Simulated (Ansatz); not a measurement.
# A hypothetical structure for LaSc3C

This structure for LaSc3C is made up. Its elements were placed in a known structure type with a cell scaled to their sizes. What cell does the guess relax to, and how far off was it?

Program: Ansatz 0.2.0. Level of theory: DFT, PBE, plane-wave PAW, files of the set soft_1, scalar-relativistic, no spin, cell and ions relaxed at zero pressure; PAW set soft_1, in the first sound run; inputs show where later runs differ. Results are calculated unless marked as measured.

### 1. The structure

It takes space group Pm-3m (No. 221, cubic). Conventional cell: a = 4.722 Å, b = 4.722 Å, c = 4.722 Å, α = 90.00°, β = 90.00°, γ = 90.00°. La has 12 Sc at 3.34 Å nearest. Nearest to Sc lie 2 C at 2.36 Å and 8 Sc at 3.34 Å and 4 La at 3.34 Å. Nearest to C lie 6 Sc at 2.36 Å. Farther neighbours are not listed.

As a file:

```cif
data_structure
_symmetry_space_group_name_H-M 'Pm-3m'
_symmetry_Int_Tables_number 221
_cell_length_a 4.7220
_cell_length_b 4.7220
_cell_length_c 4.7220
_cell_angle_alpha 90.000
_cell_angle_beta 90.000
_cell_angle_gamma 90.000
_cell_volume 105.29
loop_
_atom_site_label
_atom_site_type_symbol
_atom_site_symmetry_multiplicity
_atom_site_Wyckoff_symbol
_atom_site_fract_x
_atom_site_fract_y
_atom_site_fract_z
_atom_site_occupancy
La1 La 1 a 0.00000 0.00000 0.00000 1
Sc1 Sc 3 c 0.50000 0.50000 0.00000 1
C1 C 1 b 0.50000 0.50000 0.50000 1
```

### 2. Relaxing cell and atoms

The guess takes its coordinates from another compound and its volume from a rule, so the cell and any free coordinates are relaxed together.

The input, input.yaml:

```yaml
crystal:
  lattice:
    - [4.722, 0.0, 0.0]
    - [0.0, 4.722, 0.0]
    - [0.0, 0.0, 4.722]
  atoms:
    - { symbol: La, position: [0.0, 0.0, 0.0] }
    - { symbol: Sc, position: [0.5, 0.5, 0.0] }
    - { symbol: Sc, position: [0.5, 0.0, 0.5] }
    - { symbol: Sc, position: [0.0, 0.5, 0.5] }
    - { symbol: C, position: [0.5, 0.5, 0.5] }
kpoints:
  mp_grid: { grid: [6, 6, 6] }
scf:
  occupations: { method: fermi_dirac, width: 0.05 }
hamiltonian:
  xc: pbe
  pseudopotentials: { kind: paw, azcp: { folder: soft_1 } }
relax:
  f_tol: 0.015
  max_steps: 70
  cell: {}
output:
  forces: true
  stress: true
```

Run with:

```console
> ansatz run input.yaml --threads 4 --pin off --max-ram 8192MiB --backend cpu --events-out ev --progress --plain --runs-dir out
```

Numbers of over 12 decimals in the logs are rounded to 6 here.

Log:

```text
Engine: ansatz 0.2.0, aarch64-unknown-linux-gnu
Pseudopotentials: kind: paw
Pseudopotential: La, paw, valence charge 11, recommended cutoff 420 eV (normal), soft_1/La.paw.azcp
Pseudopotential: Sc, paw, valence charge 11, recommended cutoff 420 eV (normal), soft_1/Sc.paw.azcp
Pseudopotential: C, paw, valence charge 4, recommended cutoff 420 eV (normal), soft_1/C.paw.azcp
Functional definition: PBE
  parameter kappa = 0.804
  parameter beta = 0.066725
  exchange = pbe_x(kappa = kappa, mu = beta*pi^2/3)
  correlation = pbe_c(beta = beta)
Crystal: 5 atoms, lattice volume = 105.288 Å³
Basis set: ecut = 420 eV, 2103 PW (Γ), exchange–correlation on 64×64×64 points (8 copies of the dense FFT grid, shifted against one another)
Bands: 29, of which v1, the nominal top of the filled ones, is band 24 counted from 1 (23 counted from 0)
Symmetry: 48 space group operations
Space group: Pm-3m (ITA 221), of the structure as read, at distance tolerance 4.7e-5 Å
k-points: 20 of 216
Non-local potential: La, projectors of the file, l = 0: 3, l = 1: 2, l = 2: 2, l = 3: 3
Non-local potential: Sc, projectors of the file, l = 0: 3, l = 1: 2, l = 2: 3, l = 3: 1
Non-local potential: C, projectors of the file, l = 0: 2, l = 1: 2, l = 2: 1
PAW form: soft (Blöchl's): semilocal exchange-correlation on the pseudo side does not see the compensation charge
PAW one-centre angular grid: La, 590 points (default); XC on 64 Gauss nodes
PAW one-centre angular grid: Sc, 590 points (default); XC on 64 Gauss nodes
PAW one-centre angular grid: C, 110 points (default); XC on 64 Gauss nodes
Initial density: superposition of atomic densities (chi_scale 0.1, normalization cell, long waves kept (reshape's long-wave potential 0.00 eV rms))
Initial wavefunctions: pseudopotential atomic-orbital guess
Functional: x = pbe(κ = 0.804, μ = 0.219515), c = pbe(β = 0.066725)
SCF iter   1: F=—  HF=-12909.771318 eV  |F-HF|=—  |Δ(HF+E_count)|=         —  Δρ=4.29e-2  dr2=3.39e0  ethr=3.10e-3  ⟨swp⟩=6.4  Hψ=2723  notcnv=0
preconditioner: auto → Kerker (q_TF=auto, 2.394 Å⁻¹)  [metal: Δε(μ)=0.029 eV  Ē_g=7.440 eV  σ=0.050 eV  W_gap=0.14  n_scr=26 (ndim 8)  ℏωp=17.0 eV  f_vac=0.000  D(μ)=6.83/eV (n_scr^D=80)]
SCF iter   2: F=—  HF=-12909.064285 eV  |F-HF|=—  |Δ(HF+E_count)|=   7.07e-1  Δρ=1.70e-2  dr2=3.93e-1  ethr=3.10e-3  ⟨swp⟩=3.4  Hψ=1075  notcnv=0
SCF iter   3: F=—  HF=-12908.989982 eV  |F-HF|=—  |Δ(HF+E_count)|=   7.43e-2  Δρ=7.69e-3  dr2=6.41e-2  ethr=8.19e-4  ⟨swp⟩=3.1  Hψ=822  notcnv=0
SCF iter   4: F=—  HF=-12908.982002 eV  |F-HF|=—  |Δ(HF+E_count)|=   7.98e-3  Δρ=2.12e-3  dr2=4.90e-3  ethr=1.34e-4  ⟨swp⟩=2.6  Hψ=849  notcnv=0
SCF iter   5: F=—  HF=-12908.982311 eV  |F-HF|=—  |Δ(HF+E_count)|=   3.09e-4  Δρ=6.06e-4  dr2=3.68e-4  ethr=1.02e-5  ⟨swp⟩=2.2  Hψ=845  notcnv=0
SCF iter   6: F=—  HF=-12908.982338 eV  |F-HF|=—  |Δ(HF+E_count)|=   2.76e-5  Δρ=9.74e-5  dr2=1.30e-5  ethr=7.68e-7  ⟨swp⟩=2.3  Hψ=1071  notcnv=0
SCF iter   7: F=—  HF=-12908.982475 eV  |F-HF|=—  |Δ(HF+E_count)|=   1.37e-4  Δρ=2.35e-5  dr2=9.36e-7  ethr=2.71e-8  ⟨swp⟩=2.0  Hψ=1019  notcnv=0
SCF iter   8: F=-12908.982475 eV  HF=-12908.982475 eV  |F-HF|=2.71e-8  |Δ(HF+E_count)|=   1.37e-7  Δρ=5.80e-6  dr2=6.62e-8  ethr=2.08e-10  ⟨swp⟩=5.0  Hψ=2457  notcnv=0
SCF 1 converged in 8 iterations: F = -12908.982475 eV  dr2 = 6.62e-8
  greatest PAW one-centre occupation: 0.998 electrons in one spin orbital (limit 2), on the Sc atom at site 2 (counted from 0), in its partial waves of l = 0
relax step   1: F+E_penalty+E_count = -12908.98247485 eV  Δ(F+E_penalty+E_count) = +0.000e0 eV  max|allowed force component| = 3.290e-29 eV/Å  Δτ_max = 0.0000 Å  P = +0.976 GPa  Ω = 105.288 Å³  (8 SCF iters, dr2 threshold 1.00e-7 eV, accepted)
Crystal: 5 atoms, lattice volume = 107.412 Å³
Initial density: handed on by an earlier stage of this run
Initial wavefunctions: those handed on with the density
iter 1 solved again at ethr=1.29e-5 eV; its pass at ethr=3.10e-3 eV (dr2=6.18e-3 eV) is discarded
SCF iter   1: F=—  HF=-12908.986529 eV  |F-HF|=—  |Δ(HF+E_count)|=         —  Δρ=1.77e-3  dr2=6.42e-3  ethr=1.29e-5  ⟨swp⟩=1.6  Hψ=3582  notcnv=0
preconditioner: auto → Kerker (q_TF=auto, 2.386 Å⁻¹)  [metal: Δε(μ)=0.008 eV  Ē_g=7.074 eV  σ=0.050 eV  W_gap=0.04  n_scr=26 (ndim 8)  ℏωp=16.8 eV  f_vac=0.000  D(μ)=7.53/eV (n_scr^D=80)]
SCF iter   2: F=—  HF=-12908.985403 eV  |F-HF|=—  |Δ(HF+E_count)|=   1.13e-3  Δρ=4.13e-4  dr2=1.74e-4  ethr=1.29e-5  ⟨swp⟩=2.0  Hψ=792  notcnv=0
SCF iter   3: F=—  HF=-12908.985542 eV  |F-HF|=—  |Δ(HF+E_count)|=   1.39e-4  Δρ=2.28e-4  dr2=5.22e-5  ethr=3.63e-7  ⟨swp⟩=2.0  Hψ=1013  notcnv=0
SCF iter   4: F=—  HF=-12908.985529 eV  |F-HF|=—  |Δ(HF+E_count)|=   1.22e-5  Δρ=4.32e-5  dr2=1.69e-6  ethr=1.09e-7  ⟨swp⟩=2.0  Hψ=1028  notcnv=0
SCF iter   5: F=-12908.985530 eV  HF=-12908.985530 eV  |F-HF|=1.25e-7  |Δ(HF+E_count)|=   4.17e-7  Δρ=1.30e-5  dr2=2.81e-7  ethr=1.04e-9  ⟨swp⟩=5.0  Hψ=2345  notcnv=0
SCF 2 converged in 5 iterations: F = -12908.985530 eV  dr2 = 2.81e-7
  greatest PAW one-centre occupation: 0.998 electrons in one spin orbital (limit 2), on the Sc atom at site 3 (counted from 0), in its partial waves of l = 0
relax step   2: F+E_penalty+E_count = -12908.98552965 eV  Δ(F+E_penalty+E_count) = -3.055e-3 eV  max|allowed force component| = 3.326e-30 eV/Å  Δτ_max = 0.0000 Å  P = -0.435 GPa  Ω = 107.412 Å³  energy of the carried Pulay correction = -3.951e-4 eV  (5 SCF iters, dr2 threshold 5.00e-7 eV, accepted)
Crystal: 5 atoms, lattice volume = 106.748 Å³
iter 1 solved again at ethr=1.23e-6 eV; its pass at ethr=3.10e-3 eV (dr2=5.89e-4 eV) is discarded
SCF iter   1: F=—  HF=-12908.986513 eV  |F-HF|=—  |Δ(HF+E_count)|=         —  Δρ=5.33e-4  dr2=5.70e-4  ethr=1.23e-6  ⟨swp⟩=2.4  Hψ=3346  notcnv=0
preconditioner: auto → Kerker (q_TF=auto, 2.388 Å⁻¹)  [metal: Δε(μ)=0.016 eV  Ē_g=7.093 eV  σ=0.050 eV  W_gap=0.08  n_scr=26 (ndim 8)  ℏωp=16.9 eV  f_vac=0.000  D(μ)=7.36/eV (n_scr^D=80)]
SCF iter   2: F=—  HF=-12908.986410 eV  |F-HF|=—  |Δ(HF+E_count)|=   1.03e-4  Δρ=1.25e-4  dr2=1.66e-5  ethr=1.19e-6  ⟨swp⟩=2.0  Hψ=726  notcnv=0
SCF iter   3: F=—  HF=-12908.986572 eV  |F-HF|=—  |Δ(HF+E_count)|=   1.62e-4  Δρ=6.59e-5  dr2=4.36e-6  ethr=3.46e-8  ⟨swp⟩=2.4  Hψ=1039  notcnv=0
SCF iter   4: F=-12908.986570 eV  HF=-12908.986570 eV  |F-HF|=2.42e-8  |Δ(HF+E_count)|=   1.22e-6  Δρ=1.34e-5  dr2=1.47e-7  ethr=9.84e-10  ⟨swp⟩=3.2  Hψ=2674  notcnv=0
SCF 3 converged in 4 iterations: F = -12908.986570 eV  dr2 = 1.47e-7
relax step   3: F+E_penalty+E_count = -12908.98657046 eV  Δ(F+E_penalty+E_count) = -1.041e-3 eV  max|allowed force component| = 1.183e-29 eV/Å  Δτ_max = 0.0000 Å  P = -0.008 GPa  Ω = 106.748 Å³  energy of the carried Pulay correction = -2.726e-4 eV  (4 SCF iters, dr2 threshold 4.72e-7 eV, accepted)
Initial wavefunctions: pseudopotential atomic-orbital guess (no wavefunctions were taken with the density)
iter 1 solved again at ethr=4.51e-7 eV; its pass at ethr=3.10e-3 eV (dr2=2.17e-4 eV) is discarded
SCF iter   1: F=—  HF=-12908.986727 eV  |F-HF|=—  |Δ(HF+E_count)|=         —  Δρ=5.76e-5  dr2=2.73e-7  ethr=4.51e-7  ⟨swp⟩=3.0  Hψ=4426  notcnv=0
eigensolver tolerance schedule: the retry pair's looser diagonalisation over-reported the residual by 792.43 of it (diagonalisation noise at 0.13 of the residual, at the tolerance the schedule requests for it); recorded, not acted on — ethr = c·dr2/N_el stays at c = 1.0e-1
preconditioner: auto → Kerker (q_TF=auto, 2.388 Å⁻¹)  [metal: Δε(μ)=0.014 eV  Ē_g=7.090 eV  σ=0.050 eV  W_gap=0.07  n_scr=26 (ndim 8)  ℏωp=16.9 eV  f_vac=0.000  D(μ)=7.39/eV (n_scr^D=80)]
SCF iter   2: F=—  HF=-12908.986904 eV  |F-HF|=—  |Δ(HF+E_count)|=   1.78e-4  Δρ=2.98e-5  dr2=8.67e-8  ethr=5.69e-10  ⟨swp⟩=2.5  Hψ=1192  notcnv=0
SCF iter   3: F=—  HF=-12908.986908 eV  |F-HF|=—  |Δ(HF+E_count)|=   3.43e-6  Δρ=2.78e-6  dr2=6.13e-9  ethr=1.81e-10  ⟨swp⟩=2.0  Hψ=716  notcnv=0
SCF iter   4: F=—  HF=-12908.986908 eV  |F-HF|=—  |Δ(HF+E_count)|=   1.68e-9  Δρ=1.48e-6  dr2=2.19e-9  ethr=1.28e-11  ⟨swp⟩=2.5  Hψ=1034  notcnv=0
SCF iter   5: F=—  HF=-12908.986908 eV  |F-HF|=—  |Δ(HF+E_count)|=   1.63e-9  Δρ=7.78e-7  dr2=1.77e-10  ethr=4.55e-12  ⟨swp⟩=2.0  Hψ=735  notcnv=0
SCF iter   6: F=-12908.986908 eV  HF=-12908.986908 eV  |F-HF|=2.36e-11  |Δ(HF+E_count)|=   1.66e-9  Δρ=1.15e-7  dr2=6.27e-12  ethr=1.00e-12  ⟨swp⟩=5.0  Hψ=2458  notcnv=0
SCF 4 converged in 6 iterations: F = -12908.986908 eV  dr2 = 6.27e-12
  greatest PAW one-centre occupation: 0.998 electrons in one spin orbital (limit 2), on the Sc atom at site 1 (counted from 0), in its partial waves of l = 0
relax step   4: F+E_penalty+E_count = -12908.98690793 eV  Δ(F+E_penalty+E_count) = -3.375e-4 eV  max|allowed force component| = 1.081e-29 eV/Å  Δτ_max = 0.0000 Å  P = -0.004 GPa  Ω = 106.748 Å³  stress off target by 3.84e-3 GPa  SCF on the basis re-selected at this cell (its energy is not comparable with the rows above)  (6 SCF iters)
basis re-selected at this cell: Δ(F+E_penalty+E_count) = -3.375e-4 eV, ΔP = +0.004 GPa vs the last step (what re-selecting the basis moved, of the pressure what is left beyond the Pulay correction that the steps carried, after the strain that the cell walked since its last selection, with what the two solves' SCF thresholds leave and, on support functions, any second-order correction that the steps lacked; it is no m [...]
SCF converged after 6 iterations
Free energy (F): -12908.986908 eV
Harris-Foulkes:  -12908.986908 eV  (|F-HF|=2.36e-11)
Internal energy: -12908.928686 eV  (E = F + TS)
E sigma→0 (E₀):  -12908.957797 eV
Entropy (-TS):   -0.058222 eV (-11.644 meV/atom)
Fermi energy:    10.934956 eV
--- Per-component energies (eV) ---
  E_band       = -475.549267
  E_kinetic    = 893.926431
  E_local      = -2857.146064  (includes V_loc(G=0)·N_el)
  E_nonlocal   = 537.888935
  E_hartree    = 1033.572407
  E_xc         = -447.829571
  E_vxc        = -520.172011  (∫ρ·V_xc dr)
  E_paw        = -8486.885744  (= ΣΔE_a)
  E_vpaw       = -597.191422  (= ΣTr[D̂ρ^β])
  E_aug_tail   = 0.000145  (compensation charges beyond the density's cutoff)
  E_ewald      = -3582.455225
  E_smearing   = -0.058222  (= −TS)
  E_closure    = 0.000000  (closes the sum)
  Σ components = -12908.986908   (vs F -12908.986908, Δ=0.00e0)
--- Forces (eV/Å), atoms counted from 1 ---
  atom   1  La    -0.00000000     0.00000000    -0.00000000
  atom   2  Sc    -0.00000000     0.00000000     0.00000000
  atom   3  Sc     0.00000000     0.00000000     0.00000000
  atom   4  Sc     0.00000000    -0.00000000    -0.00000000
  atom   5  C     -0.00000000     0.00000000     0.00000000
  max |Σ_I F_I| component: 1.43e-29 eV/Å
--- Stress (GPa, compression-positive) ---
       -0.003838      -0.000000       0.000000
       -0.000000      -0.003838       0.000000
        0.000000       0.000000      -0.003838
  P = ⅓ Tr σ = -0.0038 GPa (-0.038 kbar)
--- Relaxed structure (3 steps of the walk, 3 accepted, 1 SCFs on fresh bases) ---
  F+E_penalty+E_count = -12908.98690793 eV   max|allowed force component| = 1.081e-29 eV/Å   (the final SCF, on the basis selected at the relaxed cell)
  cell:  # Å, volume = 106.7484 Å³
    - [4.743736, 0, 0]
    - [0, 4.743736, 0.0]
    - [0, 0.0, 4.743736]
  atoms:
    - { symbol: La, position: [0, 0, 0] }
    - { symbol: Sc, position: [0.5, 0.5, 0] }
    - { symbol: Sc, position: [0.5, 0, 0.5] }
    - { symbol: Sc, position: [0, 0.5, 0.5] }
    - { symbol: C, position: [0.5, 0.5, 0.5] }
```

Elapsed: 3.6 s, on 4 threads of Arm Neoverse V2, shared host; peak memory 0.46 GiB; 13 s of CPU time.

Step by step:

```
step  energy less that of the first step (eV)  largest force component (eV/Å)  pressure (GPa)  volume (Å³)
   1                                   0.0000                          0.0000            0.98       105.29
   2                                  -0.0031                          0.0000           -0.43       107.41
   3                                  -0.0041                          0.0000           -0.01       106.75
  4*                                  -0.0044                          0.0000            0.00       106.75
```

Relaxation steps marked * repeat the geometry before them on a plane-wave basis chosen anew for their cell, so energy and pressure can jump there.

Forces are held to the 48 operations that the run works with; a distortion that breaks them can't arise in this run.

```
conventional cell, symmetrised  before  after  change
                         a (Å)   4.722  4.744  +0.5 %
                         b (Å)   4.722  4.744  +0.5 %
                         c (Å)   4.722  4.744  +0.5 %
              volume (Å³/atom)   21.06  21.35  +1.4 %
```

Numbers from this step:

```yaml
free_energy: -12908.9869 eV
energy_at_zero_smearing: -12908.9578 eV
smearing_term_ts: 0.05822 eV
fermi_energy: 10.93 eV
electrons: 48
symmetry_operations: 48
pressure: -0.003838 GPa
```

Shortest distances by pair of elements, guess and relaxed (not always the same contact):

```
 pair  guess (Å)  relaxed (Å)
 C–Sc      2.361        2.372
La–Sc      3.339        3.354
Sc–Sc      3.339        3.354
 C–La      4.089        4.108
La–La      4.722        4.744
```

The relaxation ends with a pressure of 0.00 GPa.

(Continued in part 2 of 2.)

[Logs are printed without paths, hosts, clocks, repeated set-up lines and the standing remarks that a program may print on its own settings, such as how far it seeks lower states.]

[Hosts, paths, dates, database ids (printed as entryN), source tags and the programs' standing remarks are cut or masked in the printed files.]
